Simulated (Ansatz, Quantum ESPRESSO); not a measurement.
# Complex bands of BN, zinc blende type, lattice constant set to 3.63 Å, part 2 of 3

How good a tunnel barrier is BN, zinc blende type, lattice constant set to 3.63 Å?

Quantum ESPRESSO 7.5; plane-wave DFT, PBE, GBRV ultrasoft pseudopotentials; cross-check by Ansatz 0.2.0 with PAW datasets.

So far. Step 2 (Ground state): The run needed 9 iterations to bring the estimated error under 1e-09 Ry.

### 3. Complex band structure

Level of this step: complex band structure by pwcond; plane-wave DFT, PBE, GBRV ultrasoft pseudopotentials (Quantum ESPRESSO).

ikind = 0 solves one period of the crystal for all kz, real and complex, at each energy and k across. ewind and epsproj trim the two-dimensional plane-wave basis; nz1 sets the subslabs.

Contents of cbs.in:

```
&inputcond
  outdir = './out'
  prefixl = 'scf'
  band_file = 'cbs'
  ikind = 0
  ewind = 4.0
  epsproj = 1e-05
  nz1 = 7
  energy0 = 4.48
  denergy = -0.16
/
4
  0.00000000 0.00000000 1.00000000
  0.50000000 0.00000000 1.00000000
  0.50000000 0.50000000 1.00000000
  0.25000000 0.00000000 1.00000000
41
```

On the command line:

```bash
$ OMP_NUM_THREADS=1 mpirun -n 2 pwcond.x -in cbs.in > cbs.out
```

Log:

```text
[banner, memory and clock lines left out]
Program PWCOND v.7.5 starts

          URL

     ./out/scf.save/

     IMPORTANT: XC functional enforced from input :
     Exchange-correlation= PBE
                           (   1   4   3   4   0   0   0)
     Any further DFT definition will be discarded
     Please, verify this is what you really want

     Reading collected, re-writing distributed wavefunctions

===== INPUT FILE containing the left lead =====

     GEOMETRY:

     lattice parameter (alat)  =       4.8505  a.u.
     the volume                =     161.3937 (a.u.)^3
     the cross section         =      23.5278 (a.u.)^2
     l of the unit cell        =       1.4142 (alat)
     number of atoms/cell      =            4
     number of atomic types    =            2

     crystal axes: (cart. coord. in units of alat)
               a(1) = (  1.0000  0.0000  0.0000 )
               a(2) = (  0.0000  1.0000  0.0000 )
               a(3) = (  0.0000  0.0000  1.4142 )

   Cartesian axes

     site n.     atom                  positions (alat units)
          1        B      tau(  1)=(  0.0000  0.0000  1.4142  )
          2        N      tau(  2)=(  0.5000  0.0000  0.3536  )
          3        B      tau(  3)=(  0.5000  0.5000  0.7071  )
          4        N      tau(  4)=(  0.0000  0.5000  1.0607  )

     nr1s                      =           20
     nr2s                      =           20
     nr3s                      =           27
     nr1sx                     =           20
     nr2sx                     =           20
     nr3sx                     =           27
     nr1                       =           24
     nr2                       =           24
     nr3                       =           32
     nr1x                      =           24
     nr2x                      =           24
     nr3x                      =           32

 _______________________________
  Radii of nonlocal spheres:

     type       ibeta     ang. mom.          radius (alat units)
       B          1         0                    0.2579
       B          2         0                    0.2579
       B          3         1                    0.2579
       B          4         1                    0.2579
       N          1         0                    0.2491
       N          2         0                    0.2491
       N          3         1                    0.2491
       N          4         1                    0.2491
----- General information -----

----- Complex band structure calculation -----

     nrx                       =           20
     nry                       =           20
     nz1                       =            7

     energy0               =         4.5E+00
     denergy               =        -1.6E-01
     nenergy               =         41
     ecut2d                =         4.0E+01
     ewind                 =         4.0E+00
     epsproj               =         1.0E-05

     number of k_|| points=    4
                       cryst. coord.
        k(    1) = (   0.0000000   0.0000000), wk =   0.2500000
        k(    2) = (   0.5000000   0.0000000), wk =   0.2500000
        k(    3) = (   0.5000000   0.5000000), wk =   0.2500000
        k(    4) = (   0.2500000   0.0000000), wk =   0.2500000
----- Information about left lead -----

     nocros                   =            8
     noins                    =           24
     norb                     =           40
     norbf                    =           40
     nrz                      =           27

      iorb      type   ibeta   ang. mom.   m       position (alat)
        1        1       1        0        1   taunew(   1)=(  0.0000  0.0000  0.0000)
        2        1       2        0        1   taunew(   2)=(  0.0000  0.0000  0.0000)
        3        1       3        1        1   taunew(   3)=(  0.0000  0.0000  0.0000)
        4        1       3        1        2   taunew(   4)=(  0.0000  0.0000  0.0000)
        5        1       3        1        3   taunew(   5)=(  0.0000  0.0000  0.0000)
        6        1       4        1        1   taunew(   6)=(  0.0000  0.0000  0.0000)
        7        1       4        1        2   taunew(   7)=(  0.0000  0.0000  0.0000)
        8        1       4        1        3   taunew(   8)=(  0.0000  0.0000  0.0000)
        9        2       1        0        1   taunew(   9)=(  0.5000  0.0000  0.3536)
       10        2       2        0        1   taunew(  10)=(  0.5000  0.0000  0.3536)
       11        2       3        1        1   taunew(  11)=(  0.5000  0.0000  0.3536)
       12        2       3        1        2   taunew(  12)=(  0.5000  0.0000  0.3536)
       13        2       3        1        3   taunew(  13)=(  0.5000  0.0000  0.3536)
       14        2       4        1        1   taunew(  14)=(  0.5000  0.0000  0.3536)
       15        2       4        1        2   taunew(  15)=(  0.5000  0.0000  0.3536)
       16        2       4        1        3   taunew(  16)=(  0.5000  0.0000  0.3536)
       17        1       1        0        1   taunew(  17)=(  0.5000  0.5000  0.7071)
       18        1       2        0        1   taunew(  18)=(  0.5000  0.5000  0.7071)
       19        1       3        1        1   taunew(  19)=(  0.5000  0.5000  0.7071)
       20        1       3        1        2   taunew(  20)=(  0.5000  0.5000  0.7071)
       21        1       3        1        3   taunew(  21)=(  0.5000  0.5000  0.7071)
       22        1       4        1        1   taunew(  22)=(  0.5000  0.5000  0.7071)
       23        1       4        1        2   taunew(  23)=(  0.5000  0.5000  0.7071)
       24        1       4        1        3   taunew(  24)=(  0.5000  0.5000  0.7071)
       25        2       1        0        1   taunew(  25)=(  0.0000  0.5000  1.0607)
       26        2       2        0        1   taunew(  26)=(  0.0000  0.5000  1.0607)
       27        2       3        1        1   taunew(  27)=(  0.0000  0.5000  1.0607)
       28        2       3        1        2   taunew(  28)=(  0.0000  0.5000  1.0607)
       29        2       3        1        3   taunew(  29)=(  0.0000  0.5000  1.0607)
       30        2       4        1        1   taunew(  30)=(  0.0000  0.5000  1.0607)
       31        2       4        1        2   taunew(  31)=(  0.0000  0.5000  1.0607)
       32        2       4        1        3   taunew(  32)=(  0.0000  0.5000  1.0607)
       33        1       1        0        1   taunew(  33)=(  0.0000  0.0000  1.4142)
       34        1       2        0        1   taunew(  34)=(  0.0000  0.0000  1.4142)
       35        1       3        1        1   taunew(  35)=(  0.0000  0.0000  1.4142)
       36        1       3        1        2   taunew(  36)=(  0.0000  0.0000  1.4142)
       37        1       3        1        3   taunew(  37)=(  0.0000  0.0000  1.4142)
       38        1       4        1        1   taunew(  38)=(  0.0000  0.0000  1.4142)
       39        1       4        1        2   taunew(  39)=(  0.0000  0.0000  1.4142)
       40        1       4        1        3   taunew(  40)=(  0.0000  0.0000  1.4142)
    k slab    z(k)  z(k+1)     crossing(iorb=1,norb)
    1   0.0000 0.0524 0.0524   1111111100000000000000000000000000000000
    2   0.0524 0.1048 0.0524   1111111111111111000000000000000000000000
    3   0.1048 0.1571 0.0524   1111111111111111000000000000000000000000
    4   0.1571 0.2095 0.0524   1111111111111111000000000000000000000000
    5   0.2095 0.2619 0.0524   1111111111111111000000000000000000000000
    6   0.2619 0.3143 0.0524   0000000011111111000000000000000000000000
    7   0.3143 0.3666 0.0524   0000000011111111000000000000000000000000
    8   0.3666 0.4190 0.0524   0000000011111111000000000000000000000000
    9   0.4190 0.4714 0.0524   0000000011111111111111110000000000000000
   10   0.4714 0.5238 0.0524   0000000011111111111111110000000000000000
   11   0.5238 0.5762 0.0524   0000000011111111111111110000000000000000
   12   0.5762 0.6285 0.0524   0000000011111111111111110000000000000000
   13   0.6285 0.6809 0.0524   0000000000000000111111110000000000000000
   14   0.6809 0.7333 0.0524   0000000000000000111111110000000000000000
   15   0.7333 0.7857 0.0524   0000000000000000111111110000000000000000
   16   0.7857 0.8381 0.0524   0000000000000000111111111111111100000000
   17   0.8381 0.8904 0.0524   0000000000000000111111111111111100000000
   18   0.8904 0.9428 0.0524   0000000000000000111111111111111100000000
   19   0.9428 0.9952 0.0524   0000000000000000111111111111111100000000
   20   0.9952 1.0476 0.0524   0000000000000000000000001111111100000000
   21   1.0476 1.0999 0.0524   0000000000000000000000001111111100000000
   22   1.0999 1.1523 0.0524   0000000000000000000000001111111100000000
   23   1.1523 1.2047 0.0524   0000000000000000000000001111111111111111
   24   1.2047 1.2571 0.0524   0000000000000000000000001111111111111111
   25   1.2571 1.3095 0.0524   0000000000000000000000001111111111111111
   26   1.3095 1.3618 0.0524   0000000000000000000000001111111111111111
   27   1.3618 1.4142 0.0524   0000000000000000000000000000000011111111
 ngper, shell number =           69          13
 ngper, n2d =           69          65
---  E-Ef =    4.4800000  k =    0.0000000   0.0000000
---  ie =          1  ik =          1
 Nchannels of the left tip =            1
 Right moving states:
   k1(2pi/a)   k2(2pi/a)   E-Ef (eV)
   0.0401657  -0.0000000   4.4800000
 Left moving states:
   k1(2pi/a)   k2(2pi/a)   E-Ef (eV)
  -0.0401657  -0.0000000   4.4800000

---  E-Ef =    4.3200000  k =    0.0000000   0.0000000
---  ie =          2  ik =          1
 Nchannels of the left tip =            0
 Right moving states:
   k1(2pi/a)   k2(2pi/a)   E-Ef (eV)
 Left moving states:
   k1(2pi/a)   k2(2pi/a)   E-Ef (eV)
[... further energies and points left out ...]
---  E-Ef =   -1.7600000  k =    0.2500000   0.0000000
---  ie =         40  ik =          4
 Nchannels of the left tip =            3
 Right moving states:
   k1(2pi/a)   k2(2pi/a)   E-Ef (eV)
   0.0897652  -0.0000000  -1.7600000
  -0.3712435  -0.0000000  -1.7600000
  -0.4402585  -0.0000000  -1.7600000
 Left moving states:
   k1(2pi/a)   k2(2pi/a)   E-Ef (eV)
  -0.0897652  -0.0000000  -1.7600000
   0.3712435   0.0000000  -1.7600000
   0.4402585  -0.0000000  -1.7600000

---  E-Ef =   -1.9200000  k =    0.2500000   0.0000000
---  ie =         41  ik =          4
 Nchannels of the left tip =            3
 Right moving states:
   k1(2pi/a)   k2(2pi/a)   E-Ef (eV)
   0.0616663  -0.0000000  -1.9200000
  -0.3995005  -0.0000000  -1.9200000
  -0.4610457  -0.0000000  -1.9200000
 Left moving states:
   k1(2pi/a)   k2(2pi/a)   E-Ef (eV)
  -0.0616663  -0.0000000  -1.9200000
   0.3995005   0.0000000  -1.9200000
   0.4610457  -0.0000000  -1.9200000

Note: The following floating-point exceptions are signalling: IEEE_UNDERFLOW_FLAG
Note: The following floating-point exceptions are signalling: IEEE_UNDERFLOW_FLAG
```

Elapsed: 20 s, on 2 MPI ranks of Arm Neoverse V2, shared host; peak memory 0.1 GiB; 39 s of CPU time.

Numbers from this step:

```
peak of the smallest κ at the zone centre : 0.495 Å⁻¹
energy of the peak at the zone centre     : 3.36 eV
```

K across = (0, 0) in the cell's reciprocal vectors; values within 0.0025 1/Å of each other count once, columns are sorted by size at each energy, a dash where no further value was kept. The Im kz of the slowest decaying states by energy, zero at the highest filled level of the SCF mesh:

```
energy (eV)  decay 1 (Å⁻¹)  decay 2 (Å⁻¹)  decay 3 (Å⁻¹)
      -1.92           1.16           2.31           2.42
      -1.76           1.14           2.30           2.41
      -1.44           1.11           2.28           2.39
      -1.28           1.09           2.27           2.38
      -0.96           1.06           2.24           2.36
      -0.80           1.04           2.23           2.35
      -0.64           1.03           2.22           2.34
      -0.32          0.995           2.20           2.33
      -0.16          0.978           2.19           2.32
       0.00          0.013           0.02          0.027
       0.32          0.204          0.927           2.16
       0.48          0.247          0.909           2.15
       0.80          0.311          0.873           2.12
       0.96          0.335          0.339          0.854
       1.12          0.357          0.362          0.836
       1.44          0.393          0.403          0.797
       1.60          0.408           0.42          0.776
       1.76          0.421          0.436          0.756
       2.08          0.444          0.465          0.712
       2.24          0.454          0.477          0.689
       2.56           0.47          0.499          0.641
       2.72          0.476          0.509          0.615
       2.88          0.482          0.518          0.588
       3.20          0.491          0.529          0.534
       3.36          0.495          0.541           1.92
       3.52          0.461          0.497          0.547
       3.84          0.378          0.501          0.558
       4.00          0.327          0.501          0.562
       4.32          0.182          0.501          0.569
       4.48            0.5          0.572           1.81
```

K across = (0, 0) in the cell's reciprocal vectors. The Re kz of states that move upwards by energy, zero at the highest filled level of the SCF mesh:

```
energy (eV)  channel 1 (Å⁻¹)  channel 2 (Å⁻¹)  channel 3 (Å⁻¹)
      -1.92           -0.620           -0.620           -0.553
      -1.76           -0.584           -0.584           -0.525
      -1.44           -0.512           -0.512           -0.468
      -1.28           -0.475           -0.475           -0.438
      -0.96           -0.399           -0.399           -0.373
      -0.80           -0.359           -0.359           -0.338
      -0.64           -0.316           -0.316           -0.299
      -0.32           -0.217           -0.217           -0.207
      -0.16           -0.151           -0.150           -0.144
       0.00                -                -                -
       0.32                -                -                -
       0.48                -                -                -
       0.80                -                -                -
       0.96                -                -                -
       1.12                -                -                -
       1.44                -                -                -
       1.60                -                -                -
       1.76                -                -                -
       2.08                -                -                -
       2.24                -                -                -
       2.56                -                -                -
       2.72                -                -                -
       2.88                -                -                -
       3.20                -                -                -
       3.36                -                -                -
       3.52                -                -                -
       3.84                -                -                -
       4.00                -                -                -
       4.32                -                -                -
       4.48           0.0695                -                -
```

K across = (1/2, 0) in the cell's reciprocal vectors; values within 0.0025 1/Å of each other count once, columns are sorted by size at each energy, a dash where no further value was kept. Table of Im kz of the slowest decaying states by energy, zero at the highest filled level of the SCF mesh:

```
energy (eV)  decay 1 (Å⁻¹)  decay 2 (Å⁻¹)  decay 3 (Å⁻¹)
      -1.92          0.019          0.058           2.08
      -1.76          0.136          0.487           2.06
      -1.60          0.189          0.624           2.04
      -1.44           0.23          0.708           2.03
      -1.28          0.263          0.768           2.01
      -1.12          0.291          0.814           2.00
      -0.96          0.317           0.85           1.98
      -0.64           0.36          0.904           1.95
      -0.48          0.379          0.925           1.93
      -0.32          0.397          0.942           1.92
      -0.16          0.413          0.957           1.90
       0.00          0.428          0.969           1.88
       0.16          0.442           0.98           1.86
       0.32          0.455          0.989           1.85
       0.48          0.468          0.997           1.83
       0.64          0.479           1.00           1.81
       0.80           0.49           1.01           1.80
       0.96            0.5           1.01           1.78
       1.12           0.51           1.02           1.76
       1.44          0.527           1.02           1.73
       1.60          0.535           1.02           1.71
       1.76          0.543           1.02           1.69
       1.92           0.55           1.02           1.67
       2.08          0.556           1.02           1.65
       2.24          0.563           1.02           1.63
       2.40          0.568           1.02           1.62
       2.56          0.573           1.02           1.60
       2.72          0.578           1.01           1.58
       2.88          0.583           1.01           1.56
       3.04          0.587           1.01           1.54
       3.20          0.591           1.00           1.52
       3.52          0.597          0.996           1.48
       3.68          0.599          0.991           1.46
       3.84          0.601          0.985           1.44
       4.00          0.603           0.98           1.42
       4.16          0.605          0.974           1.40
       4.32          0.606          0.967           1.38
       4.48          0.606           0.96           1.35
```

K across = (1/2, 1/2) in the cell's reciprocal vectors; values within 0.0025 1/Å of each other count once, columns are sorted by size at each energy, a dash where no further value was kept. Im kz of the slowest decaying states against energy, zero at the highest filled level of the SCF mesh:

| energy (eV) | decay 1 (Å⁻¹) | decay 2 (Å⁻¹) | decay 3 (Å⁻¹) |
| --- | --- | --- | --- |
| -1.92 | 0.469 | 0.606 | 2.85 |
| -1.76 | 0.473 | 0.614 | 2.84 |
| -1.44 | 0.478 | 0.63 | 2.83 |
| -1.28 | 0.479 | 0.636 | 2.82 |
| -0.96 | 0.48 | 0.648 | 2.80 |
| -0.80 | 0.48 | 0.652 | 2.79 |
| -0.64 | 0.479 | 0.657 | 2.79 |
| -0.32 | 0.476 | 0.664 | 2.77 |
| -0.16 | 0.474 | 0.667 | 2.76 |
| 0.00 | 0.471 | 0.67 | 2.75 |
| 0.32 | 0.464 | 0.674 | 2.73 |
| 0.48 | 0.46 | 0.675 | 2.73 |
| 0.80 | 0.451 | 0.677 | 2.71 |
| 0.96 | 0.445 | 0.677 | 2.70 |
| 1.12 | 0.439 | 0.677 | 2.69 |
| 1.44 | 0.425 | 0.676 | 2.67 |
| 1.60 | 0.417 | 0.675 | 2.66 |
| 1.76 | 0.409 | 0.674 | 2.65 |
| 2.08 | 0.39 | 0.67 | 2.64 |
| 2.24 | 0.38 | 0.668 | 2.63 |
| 2.56 | 0.357 | 0.662 | 2.61 |
| 2.72 | 0.344 | 0.659 | 2.6 |
| 2.88 | 0.33 | 0.656 | 2.59 |
| 3.20 | 0.299 | 0.648 | 2.57 |
| 3.36 | 0.281 | 0.643 | 2.56 |
| 3.52 | 0.262 | 0.639 | 2.55 |
| 3.84 | 0.215 | 0.628 | 2.53 |
| 4.00 | 0.187 | 0.623 | 2.52 |
| 4.32 | 0.104 | 0.611 | 2.50 |
| 4.48 | 0.604 | 2.50 | 2.75 |

K across = (1/4, 0) in the cell's reciprocal vectors; values within 0.0025 1/Å of each other count once, columns are sorted by size at each energy, a dash where no further value was kept. The Im kz of the slowest decaying states by energy, zero at the highest filled level of the SCF mesh:

```
energy (eV)  decay 1 (Å⁻¹)  decay 2 (Å⁻¹)  decay 3 (Å⁻¹)
      -1.92           1.58           1.92           2.39
      -1.76           1.56           1.91           2.38
      -1.44           1.53           1.89           2.36
      -1.28           1.51           1.87           2.35
      -0.96          0.136           1.48           1.85
      -0.80          0.194           1.46           1.84
      -0.64          0.237           1.44           1.83
      -0.32          0.166          0.302           1.41
      -0.16          0.254          0.328           1.39
       0.00          0.316          0.352           1.38
       0.32          0.392          0.406           1.34
       0.48          0.409          0.441           1.32
       0.80          0.441          0.501           1.28
       0.96          0.454          0.526           1.27
       1.12          0.467          0.549           1.25
       1.44           0.49          0.589           1.21
       1.60            0.5          0.606           1.19
       1.76           0.51          0.623           1.17
       2.08          0.527          0.651           1.13
       2.24          0.534          0.664           1.11
       2.56          0.547          0.687           1.07
       2.72          0.553          0.697           1.05
       2.88          0.558          0.706           1.03
       3.20          0.567          0.722          0.988
       3.36           0.57          0.729          0.966
       3.52          0.573          0.736          0.944
       3.84          0.578          0.747          0.898
       4.00           0.58          0.751          0.874
       4.32          0.582          0.758          0.825
       4.48          0.582          0.761            0.8
```

[end of part 2 of 3]

[Logs are printed without paths, hosts, clocks, repeated set-up lines and the standing remarks that a program may print on its own settings, such as how far it seeks lower states.]

[Hosts, paths, dates, database ids (printed as entryN), source tags and the programs' standing remarks are cut or masked in the printed files.]

[Maps of the electrostatic potential energy from Ansatz leave out the sawtooth potential of an applied field or a dipole correction, so their vacuum need not be flat; planar profiles and work functions include it.]
